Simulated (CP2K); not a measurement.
The O K edge of hydroxyallene was computed by TDDFT (CP2K XAS_TDP, aug-cc-pVDZ, TDA) at these levels: PBE0, PBEh(45%) and PBEh(45%) + GW2X. The first three lines of O4 (bonded to C and H) with a strength over 0.0015, energy in eV and strength:

| run | first | second | third |
| --- | --- | --- | --- |
| 1 | 521.80 (0.008) | 522.77 (0.011) | 522.82 (0.008) |
| 2 | 530.49 (0.014) | 531.51 (0.027) | 531.81 (0.011) |
| 3 | 535.77 (0.014) | 536.79 (0.027) | 537.09 (0.011) |

Question: Which run is which?

Run 1: PBE0 (25 % exact exchange). Run 2: PBEh(45%) (45 % exact exchange). Run 3: PBEh(45%) + GW2X (45 % exact exchange). Self-interaction lifts the core level, so the uncorrected lines rise with the share of exact exchange. The GW2X run keeps the spacings of its parent: 1.02 eV between the first two lines in run 3, 1.02 eV in run 2. Its shift is +5.28 eV, since the Kohn–Sham level at this share of exchange lies that far above the quasiparticle level.

[Hosts, paths, dates, database ids (printed as entryN), source tags and the programs' standing remarks are cut or masked in the printed files.]
